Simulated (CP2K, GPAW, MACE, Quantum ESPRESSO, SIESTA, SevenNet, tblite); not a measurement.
**Which site? Si in place of Ge in the unslipped end of a generalised stacking fault on (111) (glide set) of a Ge-Sn solid solution (48 atoms), by several methods**

At which of several sites of the unslipped end of a generalised stacking fault on (111) (glide set) of a Ge-Sn solid solution (48 atoms) does Si in place of Ge cost least, and do cheaper methods find the same site as plane waves?

Results are calculated, not measured.

## 1. The structure

The cell holds 48 atoms (34 Ge and 14 Sn), with edges of 8.33, 7.22 and 20.51 Å. Recipe: diamond-structure Ge lattice (a = 5.8932 Å, the value set for the mixture), cell with z along [111], 2 x 1 x 2 periods; the third cell vector is tilted by 0.000 of 1/2[1-10] and lengthened by 0.1 Å, so the stacking has no slip (glide set); displaced by a Gaussian of 0.01 Å; 14 of 48 Ge sites given to Sn at random (lattice constant by Vegard's rule between Ge and Sn). Then the atoms were relaxed with MACE MP-0b3 medium in the fixed cell.

## 2. The reference input

Quantum ESPRESSO 7.5: Kohn-Sham DFT, PBE, SSSP efficiency 1.3.0 pseudopotentials, plane waves. Its input, pw.in, for the unchanged cell:

```
&control
  calculation = 'scf'
  pseudo_dir = './pseudo'
  outdir = './tmp'
  disk_io = 'none'
  tprnfor = .true.
  tstress = .true.
/
&system
  ibrav = 0
  nat = 48
  ntyp = 2
  ecutwfc = 45
  ecutrho = 360
  nosym = .true.
  occupations = 'smearing'
  smearing = 'fd'
  degauss = 0.003675
/
&electrons
  conv_thr = 2.4e-07
  electron_maxstep = 100
  mixing_beta = 0.2
  mixing_mode = 'local-TF'
  diagonalization = 'david'
/
ATOMIC_SPECIES
Ge 72.630 Ge.upf
Sn 118.710 Sn.upf
CELL_PARAMETERS angstrom
8.33424 0.00000 0.00000
0.00000 7.21767 0.00000
0.00000 0.00000 20.51464
ATOMIC_POSITIONS crystal
Ge 0.75107 0.52064 0.01107
Sn 0.75383 0.50228 0.13887
Sn 0.75107 0.85713 0.18970
Ge 0.75976 0.84919 0.31754
[... 42 atom lines left out ...]
Ge 0.25595 0.16357 0.84838
Ge 0.25540 0.15380 0.97044
K_POINTS gamma
```

```console
$ OMP_NUM_THREADS=1 mpirun -np 4 pw.x -in pw.in > output.txt
```

Run time: 3 min. Hardware: 4 MPI ranks of Arm Neoverse V1, shared host; peak memory 2.9 GiB.

It converged with an r.m.s. force component of 0.26 eV/Å and a pressure of 6.1 GPa.

## 3. Levels of theory

The levels share the cells and solve them as single points, though not every level runs every cell. CPU time is summed over a level's finished runs, on a host shared with the other runs, so it is rough; the force column is the median over cells of the r.m.s. difference of force components from the reference.

```
                level                       basis or training data  k-points  runs finished  CPU time  peak memory (GiB)  force difference (meV/Å)
              QE, PBE      plane waves, SSSP efficiency, 45/360 Ry         Γ         6 of 6    75 min                  3                 reference
CP2K double zeta, PBE   DZVP-MOLOPT-SR, GTH-PBE potentials, 350 Ry         Γ         5 of 5    11 min                1.7                        22
CP2K triple zeta, PBE        TZV2P-UZH, GTH-PBE potentials, 350 Ry         Γ         5 of 5    24 min                4.6                        14
        GPAW dzp, PBE                  dzp orbitals, PAW, h 0.18 Å         Γ         5 of 5    21 min                1.7                        41
      SIESTA DZP, PBE     DZP orbitals, shift 0.01 Ry, mesh 300 Ry         Γ         5 of 5    25 min                1.1                        78
CP2K double zeta, LDA  DZVP-MOLOPT-SR, GTH-PADE potentials, 350 Ry         Γ         5 of 5   8.6 min                1.7                        65
      tblite GFN1-xTB   tight binding with its own dispersion term         Γ         5 of 5      22 s               0.12                       157
   MACE MP-0b3 medium           trained on PBE(+U) plane-wave data         -         6 of 6      50 s                0.7                       261
           SevenNet 0           trained on PBE(+U) plane-wave data         -         6 of 6      52 s               0.67                       245
```

The reference's own r.m.s. force component runs from 249 to 265 meV/Å over these cells. MACE MP-0b3 medium relaxed the atoms, so in the cells that it relaxed its own forces are small, and its entry isn't an independent test there.

## 4. The sites

Each changed cell was relaxed with MACE MP-0b3 medium before the single points. Neighbours are the site's nearest atoms before the change.

```tsv
site	nearest atoms	their mean distance (Å)	atoms within 6 Å	largest move on relaxing (Å)	longest force left in the reference (eV/Å)
Ge19	SnGe3	2.50	33	0.06	0.74
Ge6	Sn2Ge2	2.53	33	0.06	0.70
Ge25	Ge4	2.50	31	0.07	0.72
Ge21	Sn2Ge2	2.54	33	0.07	0.75
Ge12	Sn3Ge	2.57	34	0.05	0.72
```

## 5. Site energies

All changed cells hold the same atoms, so within one level their energies compare with no chemical potential. Energies in eV, less that of Ge19, the reference's cheapest site; the last column is the largest deviation from the reference once each row's mean is taken off.

```tsv
level	Ge19	Ge6	Ge25	Ge21	Ge12	cheapest	largest deviation
QE, PBE	0.00	0.01	0.02	0.02	0.10	Ge19	-
CP2K double zeta, PBE	0.00	0.00	0.02	0.02	0.08	Ge19	0.01
CP2K triple zeta, PBE	0.00	0.02	0.01	0.03	0.11	Ge19	0.01
GPAW dzp, PBE	0.00	0.02	0.02	0.02	0.10	Ge19	0.00
SIESTA DZP, PBE	0.00	0.00	-0.03	0.03	0.15	Ge25	0.05
CP2K double zeta, LDA	0.00	0.00	0.02	0.01	0.07	Ge6	0.02
tblite GFN1-xTB	0.00	0.10	-0.07	0.06	0.19	Ge25	0.12
MACE MP-0b3 medium	0.00	0.09	-0.03	0.08	0.19	Ge25	0.08
SevenNet 0	0.00	0.04	-0.05	0.05	0.09	Ge25	0.06
```

## 6. What came out

In the reference the cheapest site is Ge19 (SnGe3) and the dearest Ge12 (Sn3Ge), 0.096 eV higher. 3 of the 8 other levels pick the same cheapest site; SIESTA DZP, PBE picks Ge25, CP2K double zeta, LDA picks Ge6, tblite GFN1-xTB picks Ge25, MACE MP-0b3 medium picks Ge25 and SevenNet 0 picks Ge25. The two cheapest sites lie only 0.013 eV apart in the reference, so their order is fragile.

GPAW dzp, PBE follows the reference most closely (0.00 eV at worst) and tblite GFN1-xTB least (0.12 eV). The other programs at PBE deviate by 0.05 eV at most, the learned potentials by 0.06 to 0.08 eV.

**Limits.** The geometries are those of MACE MP-0b3 medium; forces of up to 0.75 eV/Å remain in the reference, so relaxing in DFT would lower the energies, by amounts that can differ from site to site and can change the order. For MACE MP-0b3 medium alone these are relaxed energies. Defects interact with their periodic images. Only 5 of the 34 Ge sites are compared. Learned potentials don't solve for electrons, so the charge or spin state of a defect can't be set in them. The reference samples only Γ, in a cell whose shortest periodic width is 7 Å. The reference isn't exact: its cutoffs and mesh weren't converged further here. SIESTA's automatically made basis is far from complete, and its potentials were converted by us (checked for H, C, O, Si, Ge and Ca alone). The learned potentials mimic data converged in k, so the sampling error of the reference's coarse mesh counts against them here, while programs on the same mesh share it. The reference's 45/360 Ry lie under the cutoffs that SSSP recommends for Sn (60/480 Ry). Spin–orbit coupling is left out. Where levels are smeared, the DFT runs use Fermi–Dirac occupations at 580 K (0.05 eV), and energies are free energies.

[Logs are printed without paths, hosts, clocks, repeated set-up lines and the standing remarks that a program may print on its own settings, such as how far it seeks lower states.]

[Hosts, paths, dates, database ids (printed as entryN), source tags and the programs' standing remarks are cut or masked in the printed files.]
